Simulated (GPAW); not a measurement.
## Core-hole calculation of the Si K edge in TiSi2 (Cmcm)

Aim: the dependence of the Si K near-edge features of TiSi2 (Cmcm) on volume.

Calculated with GPAW 26.7.0; X-ray absorption from dipole matrix elements to empty bands, plane-wave PAW LDA.

Report form: the programs' logs are mostly left out.

### 1. The structure

It takes space group Cmcm (No. 63, orthorhombic). Conventional cell: a = 3.530 Å, b = 13.519 Å, c = 3.565 Å, α = 90.00°, β = 90.00°, γ = 90.00°. Nearest to Ti lie 10 Si at 2.58 to 2.81 Å. Si has 4 Si at 2.51 Å and 4 Ti at 2.66 to 2.67 Å nearest. Nearest to Si lie 2 Si at 2.38 Å and 6 Ti at 2.58 to 2.81 Å. Farther neighbours are not listed.

### 2. The field without a hole

The ground state comes first: it tells whether the system has a gap, which decides how the excited electron is treated.

Contents of scf.py:

```python
import numpy as np
from ase import Atoms
from ase.parallel import parprint, paropen
from gpaw import GPAW, PW, FermiDirac, Mixer, MixerDif, setup_paths
from gpaw.test import gen
setup_paths.insert(0, '.')
gen('Si', name='nch1s', xcname='LDA', corehole=(1, 0, 0), write_xml=True)
from gpaw.mpi import world
world.barrier()

atoms = Atoms('Ti2Si4',
    cell=[[1.76510502, -6.75928154, 0],
     [1.76510502, 6.75928154, 0],
     [0, 0, 3.56517397]],
    scaled_positions=[[0.10311808, 0.89688192, 0.25],
     [0.89688192, 0.10311808, 0.75],
     [0.75031482, 0.24968518, 0.25],
     [0.24968518, 0.75031482, 0.75],
     [0.44174855, 0.55825145, 0.25],
     [0.55825145, 0.44174855, 0.75]],
    pbc=True)
atoms.calc = calc = GPAW(legacy_gpaw=True, mode=PW(430, force_complex_dtype=True), xc='LDA', setups={2: 'nch1s'},
    kpts={'size': (7, 7, 7), 'gamma': True}, occupations=FermiDirac(0.05),
    charge=0, mixer=Mixer(0.1, 5, 50), maxiter=150,
    convergence={'density': 0.0001, 'eigenstates': 1e-6}, txt='scf.txt')
energy = atoms.get_potential_energy() + calc.get_reference_energy()
ef = calc.get_fermi_level()
out = dict(energy=energy, fermi=ef, forces=atoms.get_forces().tolist())
parprint(f'all-electron energy {energy:.4f} eV, Fermi level {ef:.4f} eV')
ev = np.array([[calc.get_eigenvalues(k, s) for k in range(len(calc.get_ibz_k_points()))] for s in range(calc.get_number_of_spins())])
out['homo'], out['lumo'], out['counts'] = ev[ev < ef].max(), ev[ev > ef].min(), sorted(set((ev < ef).sum((0, 2)).tolist()))
out['filled'] = (ev[:, 0] < ef).sum(1).tolist()
import json
with paropen('out.json', 'w') as f:
    json.dump(out, f)
```

On the command line:

```sh
OMP_NUM_THREADS=1 mpirun -n 4 gpaw python scf.py
```

The job ended after 55 s (4 MPI ranks of Arm Neoverse V1, shared host; peak memory 0.24 GiB).

The mesh shows no gap, so the system is treated as a metal and the core electron is put at the Fermi level (neutral cell).

### 3. Supercell without a hole, the energy reference

The photon energy needs a difference of total energies, so the cell and mesh of the coming hole run are first run without a hole.

scf.py: that of step 2 with these lines changed.

```diff
@@ -10,15 +10,21 @@
 
-atoms = Atoms('Ti2Si4',
-    cell=[[1.76510502, -6.75928154, 0],
-     [1.76510502, 6.75928154, 0],
-     [0, 0, 3.56517397]],
-    scaled_positions=[[0.10311808, 0.89688192, 0.25],
-     [0.89688192, 0.10311808, 0.75],
-     [0.75031482, 0.24968518, 0.25],
-     [0.24968518, 0.75031482, 0.75],
-     [0.44174855, 0.55825145, 0.25],
-     [0.55825145, 0.44174855, 0.75]],
+atoms = Atoms('Ti4Si8',
+    cell=[[3.53021005, 0, 3.56517397],
+     [-3.53021005, 0, 3.56517397],
+     [1.76510502, -6.75928154, 0]],
+    scaled_positions=[[0.57344096, 0.67655904, 0.20623616],
+     [0.07344096, 0.17655904, 0.20623616],
+     [0.42655904, 0.32344096, 0.79376384],
+     [0.92655904, 0.82344096, 0.79376384],
+     [0.24984259, 0.00015741, 0.50062964],
+     [0.74984259, 0.50015741, 0.50062964],
+     [0.75015741, 0.99984259, 0.49937036],
+     [0.25015741, 0.49984259, 0.49937036],
+     [0.40412572, 0.84587428, 0.8834971],
+     [0.90412572, 0.34587428, 0.8834971],
+     [0.59587428, 0.15412572, 0.1165029],
+     [0.09587427, 0.65412572, 0.1165029]],
     pbc=True)
-atoms.calc = calc = GPAW(legacy_gpaw=True, mode=PW(430, force_complex_dtype=True), xc='LDA', setups={2: 'nch1s'},
-    kpts={'size': (7, 7, 7), 'gamma': True}, occupations=FermiDirac(0.05),
+atoms.calc = calc = GPAW(legacy_gpaw=True, mode=PW(430, force_complex_dtype=True), xc='LDA', setups={4: 'nch1s'},
+    kpts={'size': (5, 5, 4), 'gamma': True}, occupations=FermiDirac(0.1),
     charge=0, mixer=Mixer(0.1, 5, 50), maxiter=150,
```

Elapsed: 73 s, on 4 MPI ranks; peak memory 0.29 GiB.

Reference energy: -155650.659 eV with the cores included.

### 4. Spectrum with XCH, Si atom 3

The holes are 5.0 Å apart. In GPAW the data set carries the hole's charge, so charge=0 means a charged cell and charge=-1 a neutral one. The excited electron is kept in the cell, where it fills the lowest empty states and screens the hole. After the field has converged, empty bands are computed with the density fixed and the dipole matrix elements are summed.

The absorber has 4 Si at 2.51 Å and 4 Ti at 2.66 Å (8-fold, site symmetry m2m).

Contents of xas.py:

```python
import numpy as np
from ase import Atoms
from ase.parallel import parprint, paropen
from gpaw import GPAW, PW, FermiDirac, Mixer, MixerDif, setup_paths
from gpaw.test import gen
setup_paths.insert(0, '.')
gen('Si', name='fch1s', xcname='LDA', corehole=(1, 0, 1), write_xml=True)
from gpaw.mpi import world
world.barrier()

atoms = Atoms('Ti4Si8',
    cell=[[3.53021005, 0, 3.56517397],
     [-3.53021005, 0, 3.56517397],
     [1.76510502, -6.75928154, 0]],
    scaled_positions=[[0.57344096, 0.67655904, 0.20623616],
     [0.07344096, 0.17655904, 0.20623616],
     [0.42655904, 0.32344096, 0.79376384],
     [0.92655904, 0.82344096, 0.79376384],
     [0.24984259, 0.00015741, 0.50062964],
     [0.74984259, 0.50015741, 0.50062964],
     [0.75015741, 0.99984259, 0.49937036],
     [0.25015741, 0.49984259, 0.49937036],
     [0.40412572, 0.84587428, 0.8834971],
     [0.90412572, 0.34587428, 0.8834971],
     [0.59587428, 0.15412572, 0.1165029],
     [0.09587427, 0.65412572, 0.1165029]],
    pbc=True)
atoms.calc = calc = GPAW(legacy_gpaw=True, mode=PW(430, force_complex_dtype=True), xc='LDA', setups={4: 'fch1s'},
    kpts={'size': (5, 5, 4), 'gamma': True}, occupations=FermiDirac(0.1),
    charge=-1, mixer=Mixer(0.1, 5, 50), maxiter=150,
    convergence={'density': 0.0001, 'eigenstates': 1e-6}, txt='scf.txt')
energy = atoms.get_potential_energy() + calc.get_reference_energy()
ef = calc.get_fermi_level()
out = dict(energy=energy, fermi=ef, forces=atoms.get_forces().tolist())
parprint(f'all-electron energy {energy:.4f} eV, Fermi level {ef:.4f} eV')
ev = np.array([[calc.get_eigenvalues(k, s) for k in range(len(calc.get_ibz_k_points()))] for s in range(calc.get_number_of_spins())])
out['homo'], out['lumo'], out['counts'] = ev[ev < ef].max(), ev[ev > ef].min(), sorted(set((ev < ef).sum((0, 2)).tolist()))
out['filled'] = (ev[:, 0] < ef).sum(1).tolist()

from ase.units import Ha
from gpaw.xas import dipole_matrix_elements
nb = int(calc.get_number_of_electrons() / 2) + 124
top, nb = nb, nb + 8 + nb // 12
nscf = calc.fixed_density(kpts={'size': (7, 7, 5), 'gamma': True}, nbands=nb,
    convergence={'bands': top, 'eigenstates': 5e-3}, maxiter=60, txt='nscf.txt')
cell = atoms.cell.array
ops = [cell.T @ U.T @ np.linalg.inv(cell.T) for U in nscf.wfs.kd.symmetry.op_scc]
E = np.arange(-6, 34, 0.1)
fwhm = np.interp(E, [4, 25], [0.9, 3.5])
Y, X, zero, highest = 0, 0, 1e9, 1e9
for spin in range(nscf.get_number_of_spins()):
    wfs = nscf.wfs
    mine = wfs.bd.get_slice()  # this rank's bands
    A = dipole_matrix_elements(wfs.setups[4])
    eps = np.zeros((wfs.kd.nibzkpts, nb))
    d = np.zeros((3, A.shape[1], wfs.kd.nibzkpts, nb), complex)
    for kpt in wfs.kpt_u:
        if kpt.s == spin and 4 in kpt.P_ani:
            eps[kpt.k, mine] = kpt.eps_n * Ha
            d[:, :, kpt.k, mine] = (kpt.weight * wfs.nspins / 2) ** 0.5 * np.inner(A, kpt.P_ani[4])
    world.sum(eps)
    world.sum(d)
    T = np.einsum('amkn,bmkn->abkn', d, d.conj()).real
    T = sum(np.einsum('ai,ijkn,bj->abkn', R, T, R) for R in ops) / len(ops)
    empty = eps > ef
    zero, highest = min(zero, eps[empty].min()), min(highest, eps[:, top - 1].min())
    lines = [(eps, T, empty)] if spin == 0 else lines + [(eps, T, empty)]
for eps, T, empty in lines:
    f = np.einsum('aakn->akn', T).reshape(3, -1)
    x = eps.ravel() - zero
    w = np.interp(x, E, fwhm) / 2.35482
    g = np.exp(-0.5 * ((E[:, None] - x) / w) ** 2) / (w * (2 * np.pi) ** 0.5)
    Y = Y + (f * empty.ravel()) @ g.T
    X = X + (f * ~empty.ravel()) @ g.T
out.update(E=E.round(2).tolist(), xas=Y.tolist(), xes=X.tolist(), zero=zero, valid=highest - zero, nk=len(eps), nb=nb)
for i in range(0, len(E), 10):
    parprint(f'{E[i]:7.2f}', *(f'{v:10.3e}' for v in Y[:, i]))
import json
with paropen('out.json', 'w') as f:
    json.dump(out, f)
```

On the command line:

```sh
OMP_NUM_THREADS=1 mpirun -n 4 gpaw python xas.py
```

Elapsed: 6 min, on 4 MPI ranks; peak memory 0.85 GiB; 24 min of CPU time.

The Si K spectrum, Si atom 3, excited-electron core hole (neutral cell) (energy from the lowest empty level; intensity scaled to a mean of 1 over the first 20 eV; polarised curves are means over the symmetry-equivalent atoms):

| E (eV) | isotropic | ε ∥ x | ε ∥ y | ε ∥ z |
| --- | --- | --- | --- | --- |
| -2.0 | 0.00 | 0.00 | 0.00 | 0.00 |
| -1.5 | 0.00 | 0.00 | 0.00 | 0.00 |
| -1.0 | 0.00 | 0.01 | 0.00 | 0.01 |
| -0.5 | 0.09 | 0.13 | 0.03 | 0.12 |
| 0.0 | 0.46 | 0.62 | 0.19 | 0.56 |
| 0.5 | 0.74 | 0.97 | 0.38 | 0.87 |
| 1.0 | 0.83 | 1.08 | 0.48 | 0.93 |
| 1.5 | 0.84 | 1.08 | 0.65 | 0.78 |
| 2.0 | 0.91 | 0.93 | 0.94 | 0.86 |
| 2.5 | 1.24 | 0.98 | 1.43 | 1.30 |
| 3.0 | 1.51 | 1.17 | 1.92 | 1.45 |
| 3.5 | 1.71 | 1.41 | 2.27 | 1.45 |
| 4.0 | 1.70 | 1.43 | 2.19 | 1.49 |
| 4.5 | 1.61 | 1.48 | 2.01 | 1.34 |
| 5.0 | 1.64 | 1.57 | 1.99 | 1.35 |
| 5.5 | 1.64 | 1.59 | 1.80 | 1.52 |
| 6.0 | 1.53 | 1.61 | 1.37 | 1.60 |
| 6.5 | 1.48 | 1.68 | 1.04 | 1.72 |
| 7.0 | 1.46 | 1.68 | 0.84 | 1.86 |
| 7.5 | 1.38 | 1.64 | 0.71 | 1.78 |
| 8.0 | 1.18 | 1.44 | 0.66 | 1.45 |
| 8.5 | 0.99 | 1.19 | 0.63 | 1.14 |
| 9.0 | 0.84 | 0.96 | 0.62 | 0.93 |
| 9.5 | 0.73 | 0.79 | 0.61 | 0.79 |
| 10.0 | 0.68 | 0.72 | 0.62 | 0.72 |
| 10.5 | 0.69 | 0.72 | 0.63 | 0.71 |
| 11.0 | 0.70 | 0.74 | 0.64 | 0.71 |
| 11.5 | 0.70 | 0.74 | 0.66 | 0.71 |
| 12.0 | 0.71 | 0.74 | 0.67 | 0.72 |
| 12.5 | 0.73 | 0.74 | 0.69 | 0.75 |
| 13.0 | 0.76 | 0.76 | 0.72 | 0.78 |
| 13.5 | 0.80 | 0.79 | 0.77 | 0.82 |
| 14.0 | 0.83 | 0.83 | 0.82 | 0.84 |
| 14.5 | 0.84 | 0.86 | 0.84 | 0.84 |
| 15.0 | 0.83 | 0.87 | 0.81 | 0.82 |
| 15.5 | 0.80 | 0.86 | 0.75 | 0.81 |
| 16.0 | 0.78 | 0.85 | 0.66 | 0.82 |
| 16.5 | 0.76 | 0.85 | 0.59 | 0.84 |
| 17.0 | 0.76 | 0.85 | 0.55 | 0.87 |
| 17.5 | 0.76 | 0.84 | 0.54 | 0.88 |
| 18.0 | 0.76 | 0.83 | 0.57 | 0.89 |
| 18.5 | 0.78 | 0.82 | 0.62 | 0.90 |
| 19.0 | 0.80 | 0.82 | 0.68 | 0.90 |
| 19.5 | 0.83 | 0.84 | 0.75 | 0.91 |
| 20.0 | 0.87 | 0.86 | 0.82 | 0.91 |
| 20.5 | 0.89 | 0.89 | 0.88 | 0.91 |
| 21.0 | 0.91 | 0.90 | 0.93 | 0.90 |
| 21.5 | 0.91 | 0.90 | 0.97 | 0.87 |
| 22.0 | 0.90 | 0.89 | 0.99 | 0.83 |
| 22.5 | 0.88 | 0.85 | 0.99 | 0.79 |
| 23.0 | 0.85 | 0.81 | 0.99 | 0.73 |
| 23.5 | 0.81 | 0.75 | 0.99 | 0.68 |
| 24.0 | 0.77 | 0.70 | 0.98 | 0.64 |
| 24.5 | 0.74 | 0.64 | 0.98 | 0.59 |
| 25.0 | 0.71 | 0.59 | 0.97 | 0.56 |
| 25.5 | 0.68 | 0.56 | 0.96 | 0.53 |
| 26.0 | 0.66 | 0.54 | 0.94 | 0.51 |
| 26.5 | 0.65 | 0.53 | 0.93 | 0.50 |
| 27.0 | 0.65 | 0.52 | 0.92 | 0.49 |
| 27.5 | 0.65 | 0.52 | 0.92 | 0.49 |
| 28.0 | 0.65 | 0.52 | 0.93 | 0.50 |
| 28.5 | 0.65 | 0.52 | 0.93 | 0.51 |
| 29.0 | 0.66 | 0.52 | 0.93 | 0.52 |
| 29.5 | 0.66 | 0.52 | 0.93 | 0.54 |
| 30.0 | 0.67 | 0.52 | 0.92 | 0.56 |
| 30.5 | 0.67 | 0.53 | 0.90 | 0.59 |

Main maxima below 24 eV (height): 3.7 eV (1.73), 5.3 eV (1.66), 14.5 eV (0.84) and 21.3 eV (0.91). A K edge sees empty p states on the absorber.

The total-energy difference is 1843.57 eV. One term is added: -14.86 eV, since the hole is spin-paired here and a spin-polarised one costs that much less in the free atom (computed apart). The photon energy is then 1828.71 eV. The tabulated edge of the element is 1839 eV. The functional leaves an error in such absolute values: in the free atom LDA prices this hole 7.8 eV below PBE (computed apart), and PBE is itself good to a few eV.

### 5. Supercell without a hole, the energy reference

The cell changes for the next run, so it gets a reference energy of its own.

The cell differs from the one that the last finished run ended in (a 5.017 → 4.915 Å, b 5.017 → 4.915 Å, c 6.986 → 6.843 Å).

scf.py: that of step 3 with these lines changed.

```diff
@@ -11,5 +11,5 @@
 atoms = Atoms('Ti4Si8',
-    cell=[[3.53021005, 0, 3.56517397],
-     [-3.53021005, 0, 3.56517397],
-     [1.76510502, -6.75928154, 0]],
+    cell=[[3.45814473, 0, 3.4923949],
+     [-3.45814473, 0, 3.4923949],
+     [1.72907236, -6.6212983, 0]],
     scaled_positions=[[0.57344096, 0.67655904, 0.20623616],
```

On the command line:

```sh
OMP_NUM_THREADS=1 mpirun -n 4 gpaw python scf.py
```

The job ended after 60 s (4 MPI ranks; peak memory 0.28 GiB; 4 min of CPU time).

Reference energy: -155650.663 eV with the cores included.

### 6. Spectrum with XCH, Si atom 3

Shorter bonds are expected to push antibonding states and scattering resonances up, and longer ones down; the cell is scaled to test that.

Changed against the first core-hole run: volume scale from 1 to 0.94.

xas.py: that of step 4 with these lines changed.

```diff
@@ -11,5 +11,5 @@
 atoms = Atoms('Ti4Si8',
-    cell=[[3.53021005, 0, 3.56517397],
-     [-3.53021005, 0, 3.56517397],
-     [1.76510502, -6.75928154, 0]],
+    cell=[[3.45814473, 0, 3.4923949],
+     [-3.45814473, 0, 3.4923949],
+     [1.72907236, -6.6212983, 0]],
     scaled_positions=[[0.57344096, 0.67655904, 0.20623616],
@@ -41,3 +41,3 @@
 from gpaw.xas import dipole_matrix_elements
-nb = int(calc.get_number_of_electrons() / 2) + 124
+nb = int(calc.get_number_of_electrons() / 2) + 118
 top, nb = nb, nb + 8 + nb // 12
```

On the command line:

```sh
OMP_NUM_THREADS=1 mpirun -n 4 gpaw python xas.py
```

It took 5.6 min on 4 MPI ranks; peak memory 0.8 GiB.

| E (eV) | first run | this run |
| --- | --- | --- |
| -2.0 | 0.00 | 0.00 |
| -1.0 | 0.00 | 0.00 |
| 0.0 | 0.46 | 0.44 |
| 1.0 | 0.83 | 0.81 |
| 2.0 | 0.91 | 0.80 |
| 3.0 | 1.51 | 1.37 |
| 4.0 | 1.70 | 1.67 |
| 5.0 | 1.64 | 1.56 |
| 6.0 | 1.53 | 1.56 |
| 7.0 | 1.46 | 1.42 |
| 8.0 | 1.18 | 1.35 |
| 9.0 | 0.84 | 1.04 |
| 10.0 | 0.68 | 0.77 |
| 11.0 | 0.70 | 0.71 |
| 12.0 | 0.71 | 0.73 |
| 13.0 | 0.76 | 0.74 |
| 14.0 | 0.83 | 0.80 |
| 15.0 | 0.83 | 0.86 |
| 16.0 | 0.78 | 0.82 |
| 17.0 | 0.76 | 0.76 |
| 18.0 | 0.76 | 0.74 |
| 19.0 | 0.80 | 0.75 |
| 20.0 | 0.87 | 0.80 |
| 21.0 | 0.91 | 0.88 |
| 22.0 | 0.90 | 0.92 |
| 23.0 | 0.85 | 0.92 |
| 24.0 | 0.77 | 0.87 |
| 25.0 | 0.71 | 0.80 |
| 26.0 | 0.66 | 0.74 |
| 27.0 | 0.65 | 0.70 |
| 28.0 | 0.65 | 0.67 |
| 29.0 | 0.66 | 0.66 |
| 30.0 | 0.67 | 0.66 |

Against the first run the r.m.s. difference is 7 %. The highest intensity below 16 eV goes from 3.7 eV (1.73) to 3.9 eV (1.68).

The photon energy of the zero moves by -0.04 eV.

### 7. Reference energy of the supercell

The cell differs from the one that the last finished run ended in (a 4.915 → 4.967 Å, b 4.915 → 4.967 Å, c 6.843 → 6.915 Å).

scf.py: that of step 5 with these lines changed.

```diff
@@ -11,5 +11,5 @@
 atoms = Atoms('Ti4Si8',
-    cell=[[3.45814473, 0, 3.4923949],
-     [-3.45814473, 0, 3.4923949],
-     [1.72907236, -6.6212983, 0]],
+    cell=[[3.49454892, 0, 3.52915965],
+     [-3.49454892, 0, 3.52915965],
+     [1.74727446, -6.6910013, 0]],
     scaled_positions=[[0.57344096, 0.67655904, 0.20623616],
```

On the command line:

```sh
OMP_NUM_THREADS=1 mpirun -n 4 gpaw python scf.py
```

Elapsed: 61 s, on 4 MPI ranks; peak memory 0.29 GiB.

Reference energy: -155650.737 eV with the cores included.

### 8. Spectrum with XCH, Si atom 3

Changed against the first core-hole run: volume scale from 1 to 0.97.

xas.py: that of step 6 with these lines changed.

```diff
@@ -11,5 +11,5 @@
 atoms = Atoms('Ti4Si8',
-    cell=[[3.45814473, 0, 3.4923949],
-     [-3.45814473, 0, 3.4923949],
-     [1.72907236, -6.6212983, 0]],
+    cell=[[3.49454892, 0, 3.52915965],
+     [-3.49454892, 0, 3.52915965],
+     [1.74727446, -6.6910013, 0]],
     scaled_positions=[[0.57344096, 0.67655904, 0.20623616],
@@ -41,3 +41,3 @@
 from gpaw.xas import dipole_matrix_elements
-nb = int(calc.get_number_of_electrons() / 2) + 118
+nb = int(calc.get_number_of_electrons() / 2) + 121
 top, nb = nb, nb + 8 + nb // 12
```

On the command line:

```sh
OMP_NUM_THREADS=1 mpirun -n 4 gpaw python xas.py
```

It took 5.7 min on 4 MPI ranks; peak memory 0.82 GiB; 23 min of CPU time.

```csv
E (eV),first run,this run
-2.0,0.00,0.00
-1.0,0.00,0.00
0.0,0.46,0.46
1.0,0.83,0.82
2.0,0.91,0.85
3.0,1.51,1.44
4.0,1.70,1.69
5.0,1.64,1.60
6.0,1.53,1.54
7.0,1.46,1.44
8.0,1.18,1.28
9.0,0.84,0.93
10.0,0.68,0.72
11.0,0.70,0.71
12.0,0.71,0.72
13.0,0.76,0.75
14.0,0.83,0.82
15.0,0.83,0.85
16.0,0.78,0.80
17.0,0.76,0.75
18.0,0.76,0.75
19.0,0.80,0.78
20.0,0.87,0.84
21.0,0.91,0.90
22.0,0.90,0.92
23.0,0.85,0.89
24.0,0.77,0.82
25.0,0.71,0.75
26.0,0.66,0.70
27.0,0.65,0.67
28.0,0.65,0.65
29.0,0.66,0.66
30.0,0.67,0.66
```

Against the first run the r.m.s. difference is 4 %. The highest intensity below 16 eV goes from 3.7 eV (1.73) to 3.8 eV (1.71).

The photon energy of the zero moves by -0.02 eV.

### 9. Reference energy of the supercell

The cell differs from the one that the last finished run ended in (a 4.967 → 5.067 Å, b 4.967 → 5.067 Å, c 6.915 → 7.055 Å).

scf.py: that of step 7 with these lines changed.

```diff
@@ -11,5 +11,5 @@
 atoms = Atoms('Ti4Si8',
-    cell=[[3.49454892, 0, 3.52915965],
-     [-3.49454892, 0, 3.52915965],
-     [1.74727446, -6.6910013, 0]],
+    cell=[[3.5651649, 0, 3.60047502],
+     [-3.5651649, 0, 3.60047502],
+     [1.78258245, -6.82620947, 0]],
     scaled_positions=[[0.57344096, 0.67655904, 0.20623616],
```

On the command line:

```sh
OMP_NUM_THREADS=1 mpirun -n 4 gpaw python scf.py
```

It took 82 s on 4 MPI ranks; peak memory 0.29 GiB.

Reference energy: -155650.451 eV with the cores included.

### 10. Spectrum with XCH, Si atom 3

Changed against the first core-hole run: volume scale from 1 to 1.03.

xas.py: that of step 8 with these lines changed.

```diff
@@ -11,5 +11,5 @@
 atoms = Atoms('Ti4Si8',
-    cell=[[3.49454892, 0, 3.52915965],
-     [-3.49454892, 0, 3.52915965],
-     [1.74727446, -6.6910013, 0]],
+    cell=[[3.5651649, 0, 3.60047502],
+     [-3.5651649, 0, 3.60047502],
+     [1.78258245, -6.82620947, 0]],
     scaled_positions=[[0.57344096, 0.67655904, 0.20623616],
@@ -41,3 +41,3 @@
 from gpaw.xas import dipole_matrix_elements
-nb = int(calc.get_number_of_electrons() / 2) + 121
+nb = int(calc.get_number_of_electrons() / 2) + 127
 top, nb = nb, nb + 8 + nb // 12
```

On the command line:

```sh
OMP_NUM_THREADS=1 mpirun -n 4 gpaw python xas.py
```

Wall time 6.2 min (4 MPI ranks); peak memory 0.88 GiB.

| E (eV) | first run | this run |
| --- | --- | --- |
| -2.0 | 0.00 | 0.00 |
| -1.0 | 0.00 | 0.01 |
| 0.0 | 0.46 | 0.48 |
| 1.0 | 0.83 | 0.85 |
| 2.0 | 0.91 | 0.98 |
| 3.0 | 1.51 | 1.58 |
| 4.0 | 1.70 | 1.71 |
| 5.0 | 1.64 | 1.67 |
| 6.0 | 1.53 | 1.53 |
| 7.0 | 1.46 | 1.46 |
| 8.0 | 1.18 | 1.06 |
| 9.0 | 0.84 | 0.76 |
| 10.0 | 0.68 | 0.67 |
| 11.0 | 0.70 | 0.68 |
| 12.0 | 0.71 | 0.71 |
| 13.0 | 0.76 | 0.77 |
| 14.0 | 0.83 | 0.84 |
| 15.0 | 0.83 | 0.81 |
| 16.0 | 0.78 | 0.77 |
| 17.0 | 0.76 | 0.76 |
| 18.0 | 0.76 | 0.78 |
| 19.0 | 0.80 | 0.83 |
| 20.0 | 0.87 | 0.88 |
| 21.0 | 0.91 | 0.90 |
| 22.0 | 0.90 | 0.87 |
| 23.0 | 0.85 | 0.80 |
| 24.0 | 0.77 | 0.72 |
| 25.0 | 0.71 | 0.67 |
| 26.0 | 0.66 | 0.64 |
| 27.0 | 0.65 | 0.64 |
| 28.0 | 0.65 | 0.65 |
| 29.0 | 0.66 | 0.66 |
| 30.0 | 0.67 | 0.67 |

The scaled spectrum changes by 4 % r.m.s. The highest intensity below 16 eV goes from 3.7 eV (1.73) to 3.6 eV (1.75).

The photon energy of the zero moves by +0.01 eV.

### 11. Reference energy of the supercell

The cell differs from the one that the last finished run ended in (a 5.067 → 5.116 Å, b 5.067 → 5.116 Å, c 7.055 → 7.123 Å).

scf.py: that of step 9 with these lines changed.

```diff
@@ -11,5 +11,5 @@
 atoms = Atoms('Ti4Si8',
-    cell=[[3.5651649, 0, 3.60047502],
-     [-3.5651649, 0, 3.60047502],
-     [1.78258245, -6.82620947, 0]],
+    cell=[[3.59944743, 0, 3.63509709],
+     [-3.59944743, 0, 3.63509709],
+     [1.79972372, -6.89185012, 0]],
     scaled_positions=[[0.57344096, 0.67655904, 0.20623616],
```

On the command line:

```sh
OMP_NUM_THREADS=1 mpirun -n 4 gpaw python scf.py
```

Run time: 85 s. Hardware: 4 MPI ranks; peak memory 0.29 GiB; 5.7 min of CPU time.

Reference energy: -155650.134 eV with the cores included.

[end of part 1 of 2]

[Logs are printed without paths, hosts, clocks, repeated set-up lines and the standing remarks that a program may print on its own settings, such as how far it seeks lower states.]

[Hosts, paths, dates, database ids (printed as entryN), source tags and the programs' standing remarks are cut or masked in the printed files.]

[Lists of maxima count a maximum above −3 eV only where it reaches 4 % of the highest in the window and stands out from its surroundings by 2 % of it (1.5 % where it reaches 55 %); shoulders and weaker maxima are passed over, and of the rest the first, up to two pre-edge ones and the few strongest are named.]
